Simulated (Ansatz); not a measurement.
# Si2Ni (Fm-3m): zone-centre modes under pressure, part 2 of 2

Aim: how do the optical modes of Si2Ni (Fm-3m) move with volume?

Ansatz 0.2.0; DFT PBEsol, scalar-relativistic, plane waves, PAW; PAW set soft_1.

So far, highest optical mode at the zone centre (no LO-TO term) (cm⁻¹): step 4 (zone-centre response at rest) 329.

**6. Modes of this member: 1.06 times the volume at rest**

The zone-centre modes follow for 1.06 times the volume at rest.

input.yaml reads:

```yaml
crystal:
  lattice:
    - [0.0, 2.7476461572, 2.7476461572]
    - [2.7476461572, 0.0, 2.7476461572]
    - [2.7476461572, 2.7476461572, 0.0]
  atoms:
    - { symbol: Si, position: [0.25, 0.25, 0.25] }
    - { symbol: Si, position: [0.75, 0.75, 0.75] }
    - { symbol: Ni, position: [0.0, 0.0, 0.0] }
kpoints:
  mp_grid: { grid: [16, 16, 16] }
hamiltonian:
  xc: pbesol
  pseudopotentials: { kind: paw, azcp: { folder: soft_1 }, xc_functional: pbe }
scf:
  occupations: { method: methfessel_paxton, width: 0.2 }
output:
  eigenvalues: true
phonons:
  method: dfpt
```

Launch:

```bash
ansatz run input.yaml --threads 4 --pin off --max-ram 10240MiB --backend cpu --events-out ev --progress --plain --runs-dir out
```

The job ended after 21 s (4 threads of Arm Neoverse V1, shared host; peak memory 0.98 GiB).

This step gave:

- sum-rule residual before enforcement: 6.70e-6 eV/Å²
- highest optical mode at the zone centre (no LO-TO term): 291.3 cm⁻¹
- lowest optical zone-centre mode: 274.2 cm⁻¹

Patterns of degenerate modes are one choice out of their space. Modes at Γ, with each element's share of the kinetic energy:

| mode | frequency (cm⁻¹) | symmetry | Si % | Ni % |
| --- | --- | --- | --- | --- |
| 1 | 0.0 | acoustic | 49 | 51 |
| 2 | 0.0 | acoustic | 49 | 51 |
| 3 | 0.0 | acoustic | 49 | 51 |
| 4 | 274.2 | T1u | 51 | 49 |
| 5 | 274.2 | T1u | 51 | 49 |
| 6 | 274.2 | T1u | 51 | 49 |
| 7 | 291.3 | T2g | 100 | 0 |
| 8 | 291.3 | T2g | 100 | 0 |
| 9 | 291.3 | T2g | 100 | 0 |

The lowest optical mode is real, 274 cm⁻¹, and the highest lies at 291.3 cm⁻¹.

For the highest optical mode at the zone centre (no LO-TO term), step 4 gave 329 cm⁻¹; this run, with volume ratio 1.06, gives 291 cm⁻¹ (-11 %).

**7. Ground state of a member: 0.9 times the volume at rest**

The cell is set to 0.9 times the volume at rest; symmetry leaves nothing else free, so this is a single point.

input.yaml, the sections that differ from step 6:

```yaml
crystal:
  lattice:
    - [0.0, 2.6017946608, 2.6017946608]
    - [2.6017946608, 0.0, 2.6017946608]
    - [2.6017946608, 2.6017946608, 0.0]
  atoms:
    - { symbol: Si, position: [0.25, 0.25, 0.25] }
    - { symbol: Si, position: [0.75, 0.75, 0.75] }
    - { symbol: Ni, position: [0.0, 0.0, 0.0] }
output:
  forces: true
  stress: true
  eigenvalues: true
# kpoints, hamiltonian, scf: as in step 6
# phonons: removed
```

Run time: 1.8 s. Hardware: 4 threads; peak memory 0.37 GiB.

This step gave:

```yaml
pressure: 21.47 GPa
volume_per_atom: 11.74 Å³
```

The forces vanish by symmetry, at a pressure of 21.47 GPa.

**8. Modes of this member: 0.9 times the volume at rest**

The zone-centre modes follow for 0.9 times the volume at rest.

input.yaml: that of step 7 with these lines changed.

```diff
@@ -17,4 +17,4 @@
 output:
-  forces: true
-  stress: true
   eigenvalues: true
+phonons:
+  method: dfpt
```

The job ended after 19 s (4 threads; peak memory 0.9 GiB; 71 s of CPU time).

Numbers from this step:

```
sum-rule residual before enforcement                    : 7.06e-6 eV/Å²
highest optical mode at the zone centre (no LO-TO term) : 404.2 cm⁻¹
lowest optical zone-centre mode                         : 380.2 cm⁻¹
```

Patterns of degenerate modes are one choice out of their space. The modes at Γ (shares of kinetic energy by element, %):

| mode | frequency (cm⁻¹) | symmetry | Si % | Ni % |
| --- | --- | --- | --- | --- |
| 1 | 0.0 | acoustic | 49 | 51 |
| 2 | 0.0 | acoustic | 49 | 51 |
| 3 | 0.0 | acoustic | 49 | 51 |
| 4 | 380.2 | T1u | 51 | 49 |
| 5 | 380.2 | T1u | 51 | 49 |
| 6 | 380.2 | T1u | 51 | 49 |
| 7 | 404.2 | T2g | 100 | 0 |
| 8 | 404.2 | T2g | 100 | 0 |
| 9 | 404.2 | T2g | 100 | 0 |

The lowest optical mode is real, 380 cm⁻¹, and the highest lies at 404.2 cm⁻¹.

For the highest optical mode at the zone centre (no LO-TO term), step 4 gave 329 cm⁻¹; this run, with volume ratio 0.9, gives 404 cm⁻¹ (+23 %).

**9. All members side by side**

The members are set side by side, also those not shown above.

Each row is one cell with its response, relaxed at fixed volume as far as symmetry leaves anything free; energies are extrapolated to zero smearing, and E0 is that at rest; shape and atoms are relaxed in each cell where symmetry leaves them free; all runs use 16×16×16 k points and Methfessel-Paxton smearing of 0.2 eV. State of the crystal along the series:

| volume ratio | V (Å³/atom) | pressure (GPa) | E - E0 (meV/atom) |
| --- | --- | --- | --- |
| 0.9 | 11.74 | 21.47 | 78.99 |
| 0.92 | 12 | 16.11 | 48.46 |
| 0.94 | 12.26 | 11.36 | 26.16 |
| 0.96 | 12.52 | 7.138 | 11.17 |
| 0.98 | 12.79 | 3.378 | 2.673 |
| 0.99 | 12.92 | 1.643 | 0.6465 |
| 1 | 13.05 | -3.10e-4 | 0 |
| 1.02 | 13.31 | -3.018 | 2.546 |
| 1.04 | 13.57 | -5.706 | 9.723 |
| 1.06 | 13.83 | -8.104 | 21.02 |

Each mode is tracked from rest by its pattern, and modes that stay within 0.3 cm⁻¹ of each other stand once; shape and atoms are relaxed in each cell where symmetry leaves them free; all runs use 16×16×16 k points and Methfessel-Paxton smearing of 0.2 eV. Optical modes along the series:

| V (Å³/atom) | mode 4 T1u (cm⁻¹) | mode 7 T2g (cm⁻¹) |
| --- | --- | --- |
| 11.74 | 380.2 | 404.2 |
| 12 | 365.5 | 389.7 |
| 12.26 | 351.3 | 374.9 |
| 12.52 | 337.3 | 359.4 |
| 12.79 | 323.8 | 343.9 |
| 12.92 | 317.2 | 336.4 |
| 13.05 | 310.8 | 329.1 |
| 13.31 | 298.1 | 315.2 |
| 13.57 | 285.9 | 302.6 |
| 13.83 | 274.2 | 291.3 |

From cubic fits (parabolas where under five rows exist) of ln ω and P against ln V through the rows within about 4 % of rest: γ = −d ln ω / d ln V and dω/dP = γ ω / B. Slopes at rest:

| mode | fitted frequency at rest (cm⁻¹) | Grüneisen parameter γ | dω/dP (cm⁻¹/GPa) |
| --- | --- | --- | --- |
| mode 4 T1u | 310.8 | 2.06 | 4.01 |
| mode 7 T2g | 329.1 | 2.19 | 4.5 |

**10. Results**

```yaml
members: 10
highest_optical_mode_at_the_zone_centre_no_lo_to_term_at_rest: 329.1 cm⁻¹
bulk_modulus_at_rest: 160 GPa
mode_4_t1u_gamma: 2.06
mode_7_t2g_gamma: 2.19
```

What this shows: The series spans -8.1 to 21.5 GPa, and the slope at rest gives a bulk modulus of 160 GPa. Among the modes in the table of slopes γ runs from 2.06 (mode 4 T1u) to 2.19 (mode 7 T2g). One k mesh and one cutoff serve the ground states and modes of all volumes. These are harmonic frequencies at zero temperature: anharmonic shifts, linewidths and thermal expansion are left out. With no gap, or one that is small against the smearing, the frequencies hang on the k mesh and the smearing, most of all near Kohn anomalies. The runs are without spin polarisation, although Ni often carries a moment. The PAW files were made for PBE; the program adapts parts of them to the functional of the run, but their partial waves stay those of PBE, an approximation that was not tested in this session. Only the zone centre was solved, so an instability at another wavevector cannot show here.

[Logs are printed without paths, hosts, clocks, repeated set-up lines and the standing remarks that a program may print on its own settings, such as how far it seeks lower states.]

[Hosts, paths, dates, database ids (printed as entryN), source tags and the programs' standing remarks are cut or masked in the printed files.]
